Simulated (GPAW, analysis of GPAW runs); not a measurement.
**Vacancy formation of the monovacancy in Ta (PBE) (GPAW)**

Subject: monovacancy in Ta. Wanted: its vacancy formation, in one set-up (PBE, plane waves 500 eV, 32-site cell, PBE lattice, k: the zone centre alone). The model is a cell of 32 host atoms with 1 Ta taken out. The formation energy is the energy of the cell with the vacancy less that of the same number of atoms in the perfect cell.

Measured beforehand: Vacancy formation energy (middle of the quoted range, half its width as the uncertainty), printed as 2.8 to 3.1 eV: 2.95 eV (quoted in “Multiscale Modelling of Crowdion and Vacancy Defects in Body-Centred Cubic Transition Metals”, 2007, P. M. Derlet, D. Nguyen-Manh, S. L. Dudarev, quoting earlier work (1991)). The calculation is set beside it at the end.

Main program and level: GPAW 26.7.0; GPAW plane-wave PAW DFT, PBE; relaxation of all atoms of a defect supercell.

**1. Starting point**

The cell holds 31 atoms: 31 Ta. Cell: a = 9.398 Å, b = 9.398 Å, c = 9.398 Å, α = 60.0°, β = 60.0°, γ = 60.0°. It derives from Ta (space group Im-3m). Nearest the centre at fractional (0.500, 0.500, 0.500): Ta8 at 2.88 Å, Ta26 at 2.88 Å, Ta22 at 2.88 Å, Ta12 at 2.88 Å, Ta29 at 2.88 Å, Ta4 at 2.88 Å, Ta20 at 2.88 Å, Ta14 at 2.88 Å.

The host's primitive cell comes from a first run (GPAW plane-wave PAW DFT, PBE; relaxation of cell and atoms of a defect-free cell): vectors of 2.878, 2.878 and 2.878 Å. That is 18.34 Å³ an atom, 1.8 % over the diffraction cell's volume. The supercell is built on it.

**2. Relaxation, charge 0**

Every later number rests on the structure around the defect, so the atoms are relaxed at the host's lattice first.

The input, run.py:

```python
import numpy as np
from ase.io import read, write
from ase.parallel import parprint, world
from gpaw import GPAW, PW
from ase.optimize import BFGS

atoms = read('POSCAR')
calc = GPAW(mode=PW(500),
            xc='PBE',
            kpts={'size': (1, 1, 1), 'gamma': True},
            occupations={'name': 'fermi-dirac', 'width': 0.1},
            nbands=282,
            convergence={'density': 1e-05, 'forces': 0.001},
            maxiter=150,
            symmetry='off',
            txt='gpaw.txt')
atoms.calc = calc
opt = BFGS(atoms, trajectory='relax.traj', logfile='-')
done = opt.run(fmax=0.02, steps=80)
parprint('Converged:', done)
energy = atoms.get_potential_energy()
forces = atoms.get_forces()
parprint(f'Energy: {energy:.6f} eV, largest force {np.linalg.norm(forces, axis=1).max():.4f} eV/A')
calc.write('gs.gpw')
write('final.xyz', atoms)
for s in range(calc.get_number_of_spins()):
    parprint('Levels (eV), spin', s, calc.get_eigenvalues(kpt=0, spin=s)[-16:].round(3))
```

The input, POSCAR:

```
Ta
 1.0000000000000000
     0.0000000000000009    6.6454017698666075    6.6454017698666021
     6.6454017698665968    0.0000000000000053    6.6454017698665968
     6.6454017698665959    6.6454017698666004    0.0000000000000036
 Ta 
  31
Direct
  0.0000000000000000  0.0000000000000000 -0.0000000000000000
  0.1250000000000000  0.1250000000000000  0.1250000000000000
  0.2500000000000000  0.2500000000000000  0.2500000000000000
  0.3750000000000000  0.3750000000000001  0.3749999999999998
  0.0000000000000000  0.0000000000000000  0.5000000000000000
  0.1249999999999999  0.1250000000000000  0.6250000000000000
  0.2500000000000000  0.2499999999999999  0.7500000000000001
  0.3750000000000000  0.3750000000000002  0.8749999999999998
  0.0000000000000000  0.5000000000000000 -0.0000000000000000
  0.1250000000000000  0.6250000000000000  0.1250000000000000
  0.2500000000000001  0.7500000000000000  0.2500000000000000
  0.3749999999999999  0.8750000000000001  0.3750000000000000
 -0.0000000000000001  0.5000000000000000  0.5000000000000001
  0.1249999999999998  0.6249999999999999  0.6250000000000002
  0.2500000000000000  0.7500000000000001  0.7500000000000000
  0.3750000000000002  0.8750000000000001  0.8749999999999998
  0.5000000000000000  0.0000000000000000 -0.0000000000000000
  0.6250000000000000  0.1249999999999999  0.1250000000000001
  0.7500000000000000  0.2499999999999999  0.2500000000000001
  0.8750000000000001  0.3750000000000002  0.3749999999999998
  0.4999999999999998 -0.0000000000000001  0.5000000000000001
  0.6250000000000000  0.1250000000000001  0.6250000000000000
  0.7499999999999998  0.2499999999999998  0.7500000000000002
  0.8750000000000000  0.3749999999999998  0.8750000000000001
  0.5000000000000000  0.5000000000000000 -0.0000000000000000
  0.6250000000000000  0.6249999999999999  0.1250000000000001
  0.7499999999999999  0.7499999999999998  0.2500000000000001
  0.8750000000000000  0.8749999999999999  0.3750000000000001
  0.6250000000000000  0.6250000000000000  0.6249999999999999
  0.7500000000000000  0.7500000000000001  0.7499999999999997
  0.8749999999999998  0.8749999999999999  0.8750000000000001
```

Started as:

```console
$ OMP_NUM_THREADS=1 mpirun -n 4 gpaw python run.py > stdout
```

Log:

```text
__  _  _
 | _ |_)|_||  |
 |__||  | ||/\| - 26.7.0

Input parameters:
  mode=PW(ecut=500.0),
  convergence={'density': 1e-05, 'forces': 0.001},
  kpts=MonkhorstPack(size=(1, 1, 1), gamma=True),
  maxiter=150,
  nbands=282,
  occupations=Occupations(name='fermi-dirac', width=0.1),
  symmetry=Symmetry(point_group=False, time_reversal=False),
  xc=XC(name='PBE')

Diagonalizing LCAO Hamiltonian
Converting LCAO to pw mode

                                           Ta

                                 Ta
                                      Ta
                                   Ta
                            Ta
                         Ta      Ta      Ta
                              Ta
                      Ta       Ta
                   Ta               Ta
                         Ta      Ta
                 Ta      Ta
              Ta      Ta       Ta
                   Ta       Ta
                    Ta
         Ta      Ta      Ta
                      Ta
               Ta
            Ta
                 Ta

       Ta

Atoms  # Å, Bohr magnetons
|    | symbol |         x |         y |         z |    initial magnetic moments |
|----|--------|-----------|-----------|-----------|-----------------------------|
|  0 |     Ta |  0.000000 |  0.000000 |  0.000000 | ( 0.0000,  0.0000,  0.0000) |
|  1 |     Ta |  1.661350 |  1.661350 |  1.661350 | ( 0.0000,  0.0000,  0.0000) |
|  2 |     Ta |  3.322701 |  3.322701 |  3.322701 | ( 0.0000,  0.0000,  0.0000) |
|  3 |     Ta |  4.984051 |  4.984051 |  4.984051 | ( 0.0000,  0.0000,  0.0000) |
|  4 |     Ta |  3.322701 |  3.322701 |  0.000000 | ( 0.0000,  0.0000,  0.0000) |
|  5 |     Ta |  4.984051 |  4.984051 |  1.661350 | ( 0.0000,  0.0000,  0.0000) |
|  6 |     Ta |  6.645402 |  6.645402 |  3.322701 | ( 0.0000,  0.0000,  0.0000) |
|  7 |     Ta |  8.306752 |  8.306752 |  4.984051 | ( 0.0000,  0.0000,  0.0000) |
|  8 |     Ta |  3.322701 |  0.000000 |  3.322701 | ( 0.0000,  0.0000,  0.0000) |
|  9 |     Ta |  4.984051 |  1.661350 |  4.984051 | ( 0.0000,  0.0000,  0.0000) |
| 10 |     Ta |  6.645402 |  3.322701 |  6.645402 | ( 0.0000,  0.0000,  0.0000) |
| 11 |     Ta |  8.306752 |  4.984051 |  8.306752 | ( 0.0000,  0.0000,  0.0000) |
| 12 |     Ta |  6.645402 |  3.322701 |  3.322701 | ( 0.0000,  0.0000,  0.0000) |
| 13 |     Ta |  8.306752 |  4.984051 |  4.984051 | ( 0.0000,  0.0000,  0.0000) |
| 14 |     Ta |  9.968103 |  6.645402 |  6.645402 | ( 0.0000,  0.0000,  0.0000) |
| 15 |     Ta | 11.629453 |  8.306752 |  8.306752 | ( 0.0000,  0.0000,  0.0000) |
[...]
Unit cell  # Å
| periodic |        x |        y |        z |  lengths |    angles |
|----------|----------|----------|----------|----------|-----------|
|      yes | 0.000000 | 6.645402 | 6.645402 | 9.398017 | 60.000000 |
|      yes | 6.645402 | 0.000000 | 6.645402 | 9.398017 | 60.000000 |
|      yes | 6.645402 | 6.645402 | 0.000000 | 9.398017 | 60.000000 |

Number of symmetries: 1
Symmetry operations  # r_c * U_cc + t_c -> r_c
|   | kind |            matrix            |
|---|------|------------------------------|
| 0 |  E   |  1, 0, 0,  0, 1, 0,  0, 0, 1 |

BZ-sampling:
  Number of BZ points: 1
  Number of IBZ points: 1

  Monkhorst-Pack size: [1, 1, 1]
  Monkhorst-Pack shift: [0, 0, 0]

K-points  # in reciprocal-cell coordinates
|   |                                coordinates |     weight |
|---|--------------------------------------------|------------|
| 0 | (  0.00000000,   0.00000000,   0.00000000) | 1.00000000 |

Plane wave coefficients: 7505
Cutoff: 500.0 eV

Spin-components: 1 (collinear spins)
Bands:           282
Projectors:      186
Spin-degeneracy: 2
Datatype:        float64

Density:
  Valence electrons: 403.0
  Components: 1
  Grid points: [49 49 49]
  Charge: 0.0  # |e|

Potential:
  Grid points: [49 49 49]

species:
  Ta:
    name:    Tantalum
    Z:       73.0
    valence: 13
    core:    60
    charge:  0.0  # [|e|]
    compensation charges:
      type: gauss
      rc: 0.42  # [Å]
      lmax: 2
    cutoffs:
      filter: 2.36  # [Å]
      core: 3.45  # [Å]
    projectors
    | kind |    occ | energy [eV] | rcut [Å] |
    |------|--------|-------------|----------|
    |   5s |  2.000 |     -72.790 |    1.365 |
    |   6s |  2.000 |      -5.429 |    1.365 |
    |   5p |  6.000 |     -39.427 |    1.349 |
    |   6p |  0.000 |      -1.396 |    1.349 |
    |   5d |  3.000 |      -3.603 |    1.307 |
    |    d |        |      23.609 |    1.307 |

    Using partial waves for Ta as LCAO basis

Reference energy: -13149345.683429  # eV

eigensolver:
  PPCG
  Converge bands: occupied
  niter=2

density mixing:
  MSR1-Mixer
  Pratt-step length: 0.05
  Maximum mixing coefficient: 0.75
  Old densities: 10
  SVD Regularization: 0.005
  Good broyden scale: 1.0
  Trust region scale: 1.0
  Backstep threshold: 4.0
  History deletion threshold: 6.0
  Fourier metric: weight=20.0, sigma=0.015

occupation numbers:
  Fermi-Dirac:
    width: 0.1000  # eV

poisson solver:
  ecut: 4000.0  # eV

xc functional:
  name: PBE with 2 nearest neighbor stencil

Initialization done in: 7.819 s

convergence criteria:
- Maximum integral of absolute [dens]ity change: 1e-05 electrons / valence electron
- Maximum change in the atomic [forces] across last 2 cycles: 0.001 eV/Ang OR
Maximum error relative to the maximum force is below inf
- Maximum [total energy] change in last 3 cyles: 0.0005 eV / valence electron
- Maximum integral of absolute [eigenst]ate change: 4e-08 eV^2 / valence electron
maximum number of iterations: 150

SCF iterations
|iter     | |      energy | eigst |  dens |force |
|---------|-|-------------|-------|-------|------|
|iter:   1| | -320.997203 | +0.14 |       |      |
|iter:   2| | -319.739387 | -1.95 | -1.30 |      |
|iter:   3| | -321.594987 | -0.99 | -1.33 |      |
|iter:   4| | -316.491443 | -1.11 | -1.39 |      |
|iter:   5| | -315.931449 | -1.60 | -1.75 |      |
|iter:   6| | -315.584713 | -2.45 | -1.93 |      |
|iter:   7| | -315.687113 | -2.82 | -2.24 |      |
|iter:   8| | -315.727078c| -2.84 | -2.36 |      |
|iter:   9| | -315.645557c| -3.27 | -2.32 |      |
|iter:  10| | -315.642725c| -4.31 | -2.95 |      |
|iter:  11| | -315.642733c| -4.94 | -3.35 |      |
|iter:  12| | -315.642654c| -5.69 | -3.67 |      |
|iter:  13| | -315.642825c| -5.74 | -3.94 |      |
|iter:  14| | -315.642731c| -6.12 | -3.78 |      |
|iter:  15| | -315.642731c| -6.91 | -4.39 |      |
|iter:  16| | -315.642734c| -7.39 | -4.54 |      |
|iter:  17| | -315.642728c| -7.56c| -4.73 |      |
|iter:  18| | -315.642738c| -7.74c| -5.19c|      |
[...]
|        ... |               |           |
[...]
Gap: 0.643 eV
Transition (v -> c):
  (s=0, k=0, n=201, [0.00, 0.00, 0.00]) -> (s=0, k=0, n=202, [0.00, 0.00, 0.00])
No difference between direct/indirect transitions

Forces  # eV/Ang
|        x |        y |        z |
|----------|----------|----------|
[...]
Ta      Ta      Ta
[...]
Ta      Ta
                 Ta      Ta
              Ta       Ta     Ta
                   Ta       Ta
[...]
Ta      Ta      Ta
[...]
Atoms  # Å, Bohr magnetons
|    | symbol |         x |         y |         z |    initial magnetic moments |
|----|--------|-----------|-----------|-----------|-----------------------------|
[...]
Unit cell  # Å
| periodic |        x |        y |        z |  lengths |    angles |
|----------|----------|----------|----------|----------|-----------|
|      yes | 0.000000 | 6.645402 | 6.645402 | 9.398017 | 60.000000 |
|      yes | 6.645402 | 0.000000 | 6.645402 | 9.398017 | 60.000000 |
|      yes | 6.645402 | 6.645402 | 0.000000 | 9.398017 | 60.000000 |

Initialization done in: 0.719 s

convergence criteria:
- Maximum integral of absolute [dens]ity change: 1e-05 electrons / valence electron
- Maximum change in the atomic [forces] across last 2 cycles: 0.001 eV/Ang OR
Maximum error relative to the maximum force is below inf
- Maximum [total energy] change in last 3 cyles: 0.0005 eV / valence electron
- Maximum integral of absolute [eigenst]ate change: 4e-08 eV^2 / valence electron
maximum number of iterations: 150

SCF iterations
|iter     | |      energy | eigst |  dens |force |
|---------|-|-------------|-------|-------|------|
|iter:   1| | -316.156178c| -3.41 |       |      |
[...]
|iter:   7| | -316.139088c| -6.80 | -4.17 |      |
|iter:   8| | -316.139086c| -7.29 | -4.40 |      |
|iter:   9| | -316.139095c| -7.26 | -4.54 |      |
|iter:  10| | -316.139093c| -7.59c| -4.56 |      |
|iter:  11| | -316.139089c| -7.87c| -4.83 |      |
|iter:  12| | -316.139090c| -7.97c| -5.20c|-1.26 |
|iter:  13| | -316.139091c| -8.66c| -5.43c|-3.13c|

Converged in 13 steps
SCF loop duration: 25.483 s (1.960 s/step)
Energy contributions relative to reference atoms: (reference = -13149345.683429)

Energy contributions:
  Kinetic:           0.718171
  Coulomb:         -47.627007
  Zero:             -7.533098
  External:          0.000000
  Xc:             -261.551537
  Entropy:          -0.291240
  Spinorbit:         0.000000
  ----------------------------
  Free energy:    -316.284711
  Extrapolated:   -316.139091

dipole moment: (-143.205587, -0.102122, 47.580083)  # |e|*Ang

Fermi level: 10.867
Eigenvalues  # (at kpt = [0.000, 0.000, 0.000])
| band index |      eig [eV] | occ [0-2] |
|------------|---------------|-----------|
[...]
|        ... |               |           |
[...]
|        ... |               |           |
[...]
Gap: 0.639 eV
Transition (v -> c):
  (s=0, k=0, n=201, [0.00, 0.00, 0.00]) -> (s=0, k=0, n=202, [0.00, 0.00, 0.00])
No difference between direct/indirect transitions

Forces  # eV/Ang
|        x |        y |        z |
|----------|----------|----------|
[...]
Ta
                         Ta      Ta      Ta
                              Ta
                       Ta     Ta
                   Ta               Ta
                         Ta      Ta
                 Ta      Ta
              Ta       Ta     Ta
                   Ta       Ta
                    Ta
         Ta      Ta      Ta
                      Ta
               Ta
            Ta
                 Ta

       Ta

Atoms  # Å, Bohr magnetons
|    | symbol |         x |         y |         z |    initial magnetic moments |
|----|--------|-----------|-----------|-----------|-----------------------------|
[...]
| 23 |     Ta |  8.328638 | 11.607989 |  8.327788 | ( 0.0000,  0.0000,  0.0000) |
| 24 |     Ta |  3.323084 |  3.322810 |  6.644996 | ( 0.0000,  0.0000,  0.0000) |
| 25 |     Ta |  5.040391 |  5.040116 |  8.251186 | ( 0.0000,  0.0000,  0.0000) |
| 26 |     Ta |  6.646092 |  6.644928 | 10.060627 | ( 0.0000,  0.0000,  0.0000) |
| 27 |     Ta |  8.328173 |  8.327377 | 11.608257 | ( 0.0000,  0.0000,  0.0000) |
| 28 |     Ta |  8.251238 |  8.250869 |  8.251569 | ( 0.0000,  0.0000,  0.0000) |
| 29 |     Ta |  9.968650 |  9.967672 |  9.968153 | ( 0.0000,  0.0000,  0.0000) |
| 30 |     Ta | 11.608687 | 11.607879 | 11.607751 | ( 0.0000,  0.0000,  0.0000) |

Unit cell  # Å
| periodic |        x |        y |        z |  lengths |    angles |
|----------|----------|----------|----------|----------|-----------|
|      yes | 0.000000 | 6.645402 | 6.645402 | 9.398017 | 60.000000 |
|      yes | 6.645402 | 0.000000 | 6.645402 | 9.398017 | 60.000000 |
|      yes | 6.645402 | 6.645402 | 0.000000 | 9.398017 | 60.000000 |

Initialization done in: 0.690 s

convergence criteria:
- Maximum integral of absolute [dens]ity change: 1e-05 electrons / valence electron
- Maximum change in the atomic [forces] across last 2 cycles: 0.001 eV/Ang OR
Maximum error relative to the maximum force is below inf
- Maximum [total energy] change in last 3 cyles: 0.0005 eV / valence electron
- Maximum integral of absolute [eigenst]ate change: 4e-08 eV^2 / valence electron
maximum number of iterations: 150

SCF iterations
|iter     | |      energy | eigst |  dens |force |
|---------|-|-------------|-------|-------|------|
|iter:   1| | -316.140314c| -4.60 |       |      |
|iter:   2| | -316.139311c| -5.61 | -3.22 |      |
|iter:   3| | -316.139242c| -5.78 | -3.74 |      |
|iter:   4| | -316.139254c| -7.01 | -4.17 |      |
|iter:   5| | -316.139244c| -7.02 | -4.32 |      |
|iter:   6| | -316.139246c| -7.38 | -4.54 |      |
|iter:   7| | -316.139248c| -7.94c| -4.87 |      |
|iter:   8| | -316.139246c| -7.77c| -5.06c|-1.90 |
|iter:   9| | -316.139245c| -7.83c| -4.99 |      |
|iter:  10| | -316.139247c| -8.52c| -5.51c|-2.74 |
|iter:  11| | -316.139247c| -8.81c| -5.58c|-3.40c|

Converged in 11 steps
SCF loop duration: 19.700 s (1.791 s/step)
Energy contributions relative to reference atoms: (reference = -13149345.683429)

Energy contributions:
  Kinetic:           0.727744
  Coulomb:         -47.635791
  Zero:             -7.533065
  External:          0.000000
  Xc:             -261.552508
  Entropy:          -0.291252
  Spinorbit:         0.000000
  ----------------------------
  Free energy:    -316.284873
  Extrapolated:   -316.139247

dipole moment: (-47.641226, -0.071651, 47.633117)  # |e|*Ang

Fermi level: 10.868
Eigenvalues  # (at kpt = [0.000, 0.000, 0.000])
| band index |      eig [eV] | occ [0-2] |
|------------|---------------|-----------|
[...]
|        ... |               |           |
[...]
|        203 |        11.391 |     0.011 |
|        204 |        11.392 |     0.011 |
|        205 |        12.021 |     0.000 |
|        206 |        12.021 |     0.000 |
|        207 |        12.021 |     0.000 |
|        208 |        12.310 |     0.000 |
|        209 |        12.310 |     0.000 |
|        ... |               |           |
|        281 |        16.162 |     0.000 |

Gap: 0.639 eV
Transition (v -> c):
  (s=0, k=0, n=201, [0.00, 0.00, 0.00]) -> (s=0, k=0, n=202, [0.00, 0.00, 0.00])
No difference between direct/indirect transitions

Forces  # eV/Ang
|        x |        y |        z |
|----------|----------|----------|
[...]
|  0.00676 | -0.00939 |  0.00497 |  # Ta  23
|  0.00064 | -0.00214 | -0.00083 |  # Ta  24
| -0.00519 | -0.01150 | -0.00427 |  # Ta  25
| -0.00391 |  0.00421 |  0.00511 |  # Ta  26
|  0.00869 |  0.01076 | -0.01060 |  # Ta  27
|  0.00916 |  0.00374 | -0.00749 |  # Ta  28
| -0.00247 |  0.00165 | -0.00411 |  # Ta  29
| -0.00802 | -0.00706 | -0.00682 |  # Ta  30

# Writing to gs.gpw (mode='')
```

It took 9.4 min on 4 MPI ranks of Arm Neoverse V2, shared host; peak memory 1.4 GiB; 38 min of CPU time.

The run converged, but on settings that a careful run would not use, so its numbers are not the defect's.

[end of part 1 of 2]

[Logs are printed without paths, hosts, clocks, repeated set-up lines and the standing remarks that a program may print on its own settings, such as how far it seeks lower states.]

[Hosts, paths, dates, database ids (printed as entryN), source tags and the programs' standing remarks are cut or masked in the printed files.]

[For some hosts the program warned that the k-mesh of the response run may be too coarse for force constants and the static dielectric constant; such warnings are not shown here.]
